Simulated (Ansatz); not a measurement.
# La on Cu(110): change of the work function

Aim: the work function of Cu(110) at several coverages of La (hollow site), and the dipole that each adsorbate carries.

Method: plane-wave DFT, PBE, Ansatz PAW, in Ansatz 0.2.0.

This is a report of a sequence of runs, with most program output left out.

### 1. The structure

The cell holds 4 atoms: 4 Cu. Its edges and angles: a = 3.610 Å, b = 2.553 Å, c = 21.829 Å, α = 90.0°, β = 90.0°, γ = 90.0°. Vacuum lies along c.

### 2. The clean slab

The bare slab comes first, as the zero from which every change is counted. The two lowest layers are held at bulk places and the upper ones relax. The dipole correction removes the false field that a one-sided slab makes across the periodic vacuum, so each face gets a flat vacuum level of its own.

The input, input.yaml:

```yaml
crystal:
  lattice:
    - [3.61, 0.0, 0.0]
    - [0.0, 2.5526554801, 0.0]
    - [0.0, 0.0, 21.8289832201]
  atoms:
    - { symbol: Cu, position: [0.5, 0.5, 0.412295887] }
    - { symbol: Cu, position: [0.0, 0.0, 0.4707652957] }
    - { symbol: Cu, position: [0.5, 0.5, 0.5292347043] }
    - { symbol: Cu, position: [0.0, 0.0, 0.587704113] }
kpoints:
  mp_grid: { grid: [12, 12, 1] }
hamiltonian:
  xc: pbe
scf:
  occupations: { method: fermi_dirac, width: 0.1 }
  convergence: { dr2_threshold: 1.0e-08 }
efield:
  axis: 3
  dipole_correction: true
  ramp_position: 0.97
  ramp_width: 0.06
relax:
  f_tol: 0.02
  max_steps: 60
  constraints: [{ sites: [0, 1] }]
output:
  write_potential: true
  write_density: true
  volumetric_format: npy
```

Run with:

```console
$ ansatz run input.yaml --threads 4 --pin off --max-ram 16384MiB --backend cpu --events-out ev --progress --plain --runs-dir out
```

Wall time 45 s (4 threads of Intel Xeon Platinum 8259CL at 2.50GHz (Skylake/Cascade Lake), shared host); peak memory 0.75 GiB; 2.9 min of CPU time.

The steps of the relaxation:

```csv
step,energy less that of the first step (eV),largest force component (eV/Å)
1,0.0000,0.4337
2,-0.0113,0.3031
3,-0.0216,0.0062
```

Forces are held to the 4 operations that the run works with; a distortion that breaks them can't arise in this run.

The atoms that moved most (Å):

```csv
atom,dx,dy,dz,length
Cu3,0.000,0.000,0.076,0.076
Cu4,0.000,0.000,-0.034,0.034
```

Final coordinates:

```xyz
4
Lattice="3.6100 0.0000 0.0000 0.0000 2.5527 0.0000 0.0000 0.0000 21.8290" Properties=species:S:1:pos:R:3
Cu    1.8050    1.2763    9.0000
Cu    0.0000    0.0000   10.2763
Cu    1.8050    1.2763   11.6287
Cu    0.0000    0.0000   12.7950
```

This step gave:

```
energy at zero smearing   : -26498.8397 eV
work function, upper face : 4.434 eV
dipole along the normal   : -3.62e-4 e·Å
```

Running mean over 1.276 Å of the planar mean; the ramp of the sawtooth is left out. Electron's electrostatic potential energy less the Fermi level against z:

```csv
z (Å),electron's electrostatic potential energy less the Fermi level (eV)
3,4.43
4,4.43
5,4.43
6,4.40
7,4.17
8,0.975
9,-7.52
10,-8.65
11,-8.19
12,-9.65
13,-6.67
14,2.39
15,4.28
16,4.42
17,4.43
18,4.43
```

The relaxation took 3 steps and lowered the energy by 0.022 eV; the largest force on the free atoms ends at 0.0062 eV/Å.

The work function of the upper face is 4.43 eV.

### 3. The covered slab, k-mesh 4×4×1, coverage 0.111 ML

System of this step: La/Cu(110). The cell holds 37 atoms: 36 Cu and 1 La. Its edges and angles: a = 10.830 Å, b = 7.658 Å, c = 24.498 Å, α = 90.0°, β = 90.0°, γ = 90.0°. Vacuum lies along c.

The clean slab as it ended is repeated in the plane and the adsorbate is set on one face; the cell's size fixes the coverage, and the k-mesh shrinks with it to keep the sampling density about even. Adsorbate and upper layers relax, since the dipole depends on the height.

The input, input.yaml:

```yaml
crystal:
  lattice:
    - [10.83, 0.0, 0.0]
    - [0.0, 7.6579664403, 0.0]
    - [0.0, 0.0, 24.497804454]
  atoms:
    - { symbol: Cu, position: [0.1666666667, 0.1666666667, 0.3673798612] }
    - { symbol: Cu, position: [0.0, 0.0, 0.4194795399] }
    - { symbol: Cu, position: [0.1666666667, 0.1666666667, 0.4746831778] }
    - { symbol: Cu, position: [0.0, 0.0, 0.522293368] }
    - { symbol: Cu, position: [0.1666666667, 0.5, 0.3673798612] }
    - { symbol: Cu, position: [0.0, 0.3333333333, 0.4194795399] }
    - { symbol: Cu, position: [0.1666666667, 0.5, 0.4746831778] }
    - { symbol: Cu, position: [0.0, 0.3333333333, 0.522293368] }
[... 25 atom lines left out ...]
    - { symbol: Cu, position: [0.6666666667, 0.6666666667, 0.4194795399] }
    - { symbol: Cu, position: [0.8333333333, 0.8333333333, 0.4746831778] }
    - { symbol: Cu, position: [0.6666666667, 0.6666666667, 0.522293368] }
    - { symbol: La, position: [0.1666666667, 0.1666666667, 0.6326201388] }
kpoints:
  mp_grid: { grid: [4, 4, 1] }
hamiltonian:
  xc: pbe
scf:
  occupations: { method: fermi_dirac, width: 0.1 }
  convergence: { dr2_threshold: 1.0e-08 }
efield:
  axis: 3
  dipole_correction: true
  ramp_position: 0.97
  ramp_width: 0.06
relax:
  f_tol: 0.02
  max_steps: 60
  constraints:
    - { sites: [0, 1, 4, 5, 8, 9, 12, 13, 16, 17, 20, 21, 24, 25, 28, 29, 32, 33] }
output:
  write_potential: true
  write_density: true
  volumetric_format: npy
```

It took 57 min on 4 threads; peak memory 9.8 GiB; 3.7 h of CPU time.

Relaxation path:

```csv
step,energy less that of the first step (eV),largest force component (eV/Å)
1,0.0000,2.4221
2,-0.5148,2.3762
3,-1.0120,2.0746
4,-1.3876,1.4566
5,-1.6138,0.9403
6,-1.7211,0.2570
7,-1.7302,0.0382
8,-1.7304,0.0068
```

Forces are held to the 4 operations that the run works with; a distortion that breaks them can't arise in this run.

The atoms that moved most (Å):

```csv
atom,dx,dy,dz,length
La37,0.000,0.000,-1.023,1.023
Cu11,0.000,0.016,0.105,0.106
Cu7,0.000,-0.016,0.105,0.106
Cu4,-0.106,-0.002,0.007,0.106
Cu8,-0.106,0.002,0.007,0.106
Cu16,0.106,-0.002,0.007,0.106
Cu20,0.106,0.002,0.007,0.106
Cu12,-0.042,0.000,0.042,0.060
```

The relaxed structure:

```xyz
37
Lattice="10.8300 0.0000 0.0000 0.0000 7.6580 0.0000 0.0000 0.0000 24.4978" Properties=species:S:1:pos:R:3
Cu    1.8050    1.2763    9.0000
Cu    0.0000    0.0000   10.2763
Cu    1.8050    1.2763   11.5899
Cu   -0.1055   -0.0024   12.8025
Cu    1.8050    3.8290    9.0000
Cu    0.0000    2.5527   10.2763
Cu    1.8050    3.8134   11.7339
Cu   -0.1055    2.5551   12.8025
Cu    1.8050    6.3816    9.0000
Cu    0.0000    5.1053   10.2763
Cu    1.8050    6.3972   11.7339
Cu   -0.0423    5.1053   12.8374
Cu    5.4150    1.2763    9.0000
Cu    3.6100    0.0000   10.2763
Cu    5.4527    1.2763   11.5927
Cu    3.7155   -0.0024   12.8025
Cu    5.4150    3.8290    9.0000
Cu    3.6100    2.5527   10.2763
Cu    5.4414    3.8441   11.6010
Cu    3.7155    2.5551   12.8025
Cu    5.4150    6.3816    9.0000
Cu    3.6100    5.1053   10.2763
Cu    5.4414    6.3665   11.6010
Cu    3.6523    5.1053   12.8374
Cu    9.0250    1.2763    9.0000
Cu    7.2200    0.0000   10.2763
Cu    8.9873    1.2763   11.5927
Cu    7.2200   -0.0069   12.7993
Cu    9.0250    3.8290    9.0000
Cu    7.2200    2.5527   10.2763
Cu    8.9986    3.8441   11.6010
Cu    7.2200    2.5595   12.7993
Cu    9.0250    6.3816    9.0000
Cu    7.2200    5.1053   10.2763
Cu    8.9986    6.3665   11.6010
Cu    7.2200    5.1053   12.8132
La    1.8050    1.2763   14.4752
```

This step gave:

```yaml
energy_at_zero_smearing: -244740.4021 eV
work_function_upper_face: 2.912 eV
work_function_lower_face: 4.426 eV
dipole_along_the_normal: 0.6940 e·Å
step_between_the_vacuum_levels: -1.514 eV
```

Running mean over 1.276 Å of the planar mean; the ramp of the sawtooth is left out. Electron's electrostatic potential energy less the Fermi level against z:

```csv
z (Å),electron's electrostatic potential energy less the Fermi level (eV)
3,4.43
4,4.43
5,4.42
6,4.40
7,4.18
8,0.982
9,-7.49
10,-8.62
11,-8.18
12,-9.53
13,-7.09
14,0.376
15,1.70
16,2.70
17,2.89
18,2.91
19,2.91
20,2.91
21,2.91
```

The relaxation took 8 steps and lowered the energy by 1.7 eV; the largest force on the free atoms ends at 0.0068 eV/Å.

The covered face has 2.91 eV, -1.52 eV against the clean one; the bare back face has moved by -0.00 eV, a measure of how thin the slab is.

### 4. The covered slab, k-mesh 6×6×1, coverage 0.25 ML

System of this step: La/Cu(110). The cell holds 17 atoms: 16 Cu and 1 La. Its edges and angles: a = 7.220 Å, b = 5.105 Å, c = 24.498 Å, α = 90.0°, β = 90.0°, γ = 90.0°. Vacuum lies along c.

Another coverage, to see how the dipoles act on each other as their distance changes.

The input, input.yaml:

```yaml
crystal:
  lattice:
    - [7.22, 0.0, 0.0]
    - [0.0, 5.1053109602, 0.0]
    - [0.0, 0.0, 24.497804454]
  atoms:
    - { symbol: Cu, position: [0.25, 0.25, 0.3673798612] }
    - { symbol: Cu, position: [0.0, 0.0, 0.4194795399] }
    - { symbol: Cu, position: [0.25, 0.25, 0.4746831778] }
    - { symbol: Cu, position: [0.0, 0.0, 0.522293368] }
    - { symbol: Cu, position: [0.25, 0.75, 0.3673798612] }
    - { symbol: Cu, position: [0.0, 0.5, 0.4194795399] }
    - { symbol: Cu, position: [0.25, 0.75, 0.4746831778] }
    - { symbol: Cu, position: [0.0, 0.5, 0.522293368] }
    - { symbol: Cu, position: [0.75, 0.25, 0.3673798612] }
    - { symbol: Cu, position: [0.5, 0.0, 0.4194795399] }
    - { symbol: Cu, position: [0.75, 0.25, 0.4746831778] }
    - { symbol: Cu, position: [0.5, 0.0, 0.522293368] }
    - { symbol: Cu, position: [0.75, 0.75, 0.3673798612] }
    - { symbol: Cu, position: [0.5, 0.5, 0.4194795399] }
    - { symbol: Cu, position: [0.75, 0.75, 0.4746831778] }
    - { symbol: Cu, position: [0.5, 0.5, 0.522293368] }
    - { symbol: La, position: [0.25, 0.25, 0.6326201388] }
kpoints:
  mp_grid: { grid: [6, 6, 1] }
hamiltonian:
  xc: pbe
scf:
  occupations: { method: fermi_dirac, width: 0.1 }
  convergence: { dr2_threshold: 1.0e-08 }
efield:
  axis: 3
  dipole_correction: true
  ramp_position: 0.97
  ramp_width: 0.06
relax:
  f_tol: 0.02
  max_steps: 60
  constraints: [{ sites: [0, 1, 4, 5, 8, 9, 12, 13] }]
output:
  dos: { projected: true, e_range: [-8, 4] }
  write_potential: true
  write_density: true
  volumetric_format: npy
  elf: true
```

Wall time 15 min (4 threads); peak memory 5 GiB; 55 min of CPU time.

The steps of the relaxation:

```csv
step,energy less that of the first step (eV),largest force component (eV/Å)
1,0.0000,2.0138
2,-0.4338,2.0206
3,-0.8621,1.8310
4,-1.2041,1.3561
5,-1.4236,0.8939
6,-1.5636,0.2835
7,-1.5847,0.0728
8,-1.5853,0.0092
```

The run keeps the 4 symmetry operations that it works with, so distortions that break them were not tested.

The atoms that moved most (Å):

```csv
atom,dx,dy,dz,length
La17,0.000,0.000,-1.063,1.063
Cu7,0.000,0.000,0.300,0.300
Cu16,0.175,0.011,0.052,0.183
Cu12,0.175,-0.011,0.052,0.183
Cu8,-0.175,0.011,0.052,0.183
Cu4,-0.175,-0.011,0.052,0.183
Cu15,0.000,0.000,-0.149,0.149
Cu11,0.000,0.000,-0.096,0.096
```

The relaxed structure:

```cif
data_structure
_symmetry_space_group_name_H-M 'P 1'
_symmetry_Int_Tables_number 1
_cell_length_a 7.2200
_cell_length_b 5.1053
_cell_length_c 24.4978
_cell_angle_alpha 90.000
_cell_angle_beta 90.000
_cell_angle_gamma 90.000
_cell_volume 903.00
loop_
_atom_site_label
_atom_site_type_symbol
_atom_site_fract_x
_atom_site_fract_y
_atom_site_fract_z
_atom_site_occupancy
Cu1 Cu 0.25000 0.25000 0.36738 1
Cu2 Cu 0.00000 0.00000 0.41948 1
Cu3 Cu 0.25000 0.25000 0.47316 1
Cu4 Cu 0.97574 0.99778 0.52441 1
Cu5 Cu 0.25000 0.75000 0.36738 1
Cu6 Cu 0.00000 0.50000 0.41948 1
Cu7 Cu 0.25000 0.75000 0.48694 1
Cu8 Cu 0.97574 0.50222 0.52441 1
Cu9 Cu 0.75000 0.25000 0.36738 1
Cu10 Cu 0.50000 0.00000 0.41948 1
Cu11 Cu 0.75000 0.25000 0.47078 1
Cu12 Cu 0.52426 0.99778 0.52441 1
Cu13 Cu 0.75000 0.75000 0.36738 1
Cu14 Cu 0.50000 0.50000 0.41948 1
Cu15 Cu 0.75000 0.75000 0.46859 1
Cu16 Cu 0.52426 0.50222 0.52441 1
La17 La 0.25000 0.25000 0.58924 1
```

Numbers from this step:

- energy at zero smearing: -112246.1781 eV
- work function, upper face: 2.137 eV
- work function, lower face: 4.388 eV
- dipole along the normal: 0.4586 e·Å
- step between the vacuum levels: -2.251 eV

Running mean over 1.276 Å of the planar mean; the ramp of the sawtooth is left out. The electron's electrostatic potential energy less the Fermi level by z:

z (Å), electron's electrostatic potential energy less the Fermi level (eV) and a bar from the least value:
```
      3.0       4.39 ##############################
      3.5       4.39 ##############################
      4.0       4.39 ##############################
      4.5       4.39 ##############################
      5.0       4.39 ##############################
      5.5       4.38 ##############################
      6.0       4.37 ##############################
      6.5       4.32 ##############################
      7.0       4.15 #############################
      7.5       3.54 ############################
      8.0       0.98 #######################
      8.5      -3.79 ############
      9.0      -7.47 ####
      9.5      -8.45 ##
     10.0      -8.63 #
     10.5      -8.46 ##
     11.0      -8.10 ###
     11.5      -8.28 ##
     12.0      -9.07 #
     12.5      -9.30 
     13.0      -7.95 ###
     13.5      -4.78 ##########
     14.0      -2.23 ###############
     14.5      -1.69 #################
     15.0      -0.80 ###################
     15.5       0.54 ######################
     16.0       1.54 ########################
     16.5       1.90 #########################
     17.0       2.04 #########################
     17.5       2.09 #########################
     18.0       2.12 #########################
     18.5       2.13 #########################
     19.0       2.13 #########################
     19.5       2.14 #########################
     20.0       2.14 #########################
     20.5       2.14 #########################
     21.0       2.14 #########################
     21.5       2.14 #########################
```

The density of states has structure finer than the step of the table below, so its rows give means over 0.25 eV, whole bins alone (the curve runs from -8 to 1.98 eV). Peaks (eV: height): -2.950: 81.8, -2.680: 82.2, -2.410: 89.8, -1.890: 86.6, -1.740: 89.8, -1.590: 109, 1.140: 115.

The density of states by energy, zero at the Fermi level; means over each step:

energy (eV), density of states (states/eV a cell) and a bar:
```
    -7.75          2 
    -7.50          1 
    -7.25          1 
    -7.00          2 
    -6.75          2 
    -6.50          2 
    -6.25          1 
    -6.00          2 
    -5.75          3 #
    -5.50          5 ##
    -5.25          5 #
    -5.00          8 ###
    -4.75         10 ####
    -4.50         15 #####
    -4.25         20 ########
    -4.00         32 #############
    -3.75         35 ##############
    -3.50         34 #############
    -3.25         45 ##################
    -3.00         65 ##########################
    -2.75         67 ###########################
    -2.50         56 ######################
    -2.25         65 ##########################
    -2.00         66 ##########################
    -1.75         75 ##############################
    -1.50         58 #######################
    -1.25          9 ###
    -1.00          9 ###
    -0.75          6 ##
    -0.50          6 ##
    -0.25          8 ###
     0.00          8 ###
     0.25          7 ##
     0.50          8 ###
     0.75         12 ####
     1.00         28 ###########
     1.25         45 ##################
     1.50          9 ###
     1.75          9 ###
```

(Part 1 of 2 ends here.)

[Logs are printed without paths, hosts, clocks, repeated set-up lines and the standing remarks that a program may print on its own settings, such as how far it seeks lower states.]

[Hosts, paths, dates, database ids (printed as entryN), source tags and the programs' standing remarks are cut or masked in the printed files.]

[Maps of the electrostatic potential energy from Ansatz leave out the sawtooth potential of an applied field or a dipole correction, so their vacuum need not be flat; planar profiles and work functions include it.]
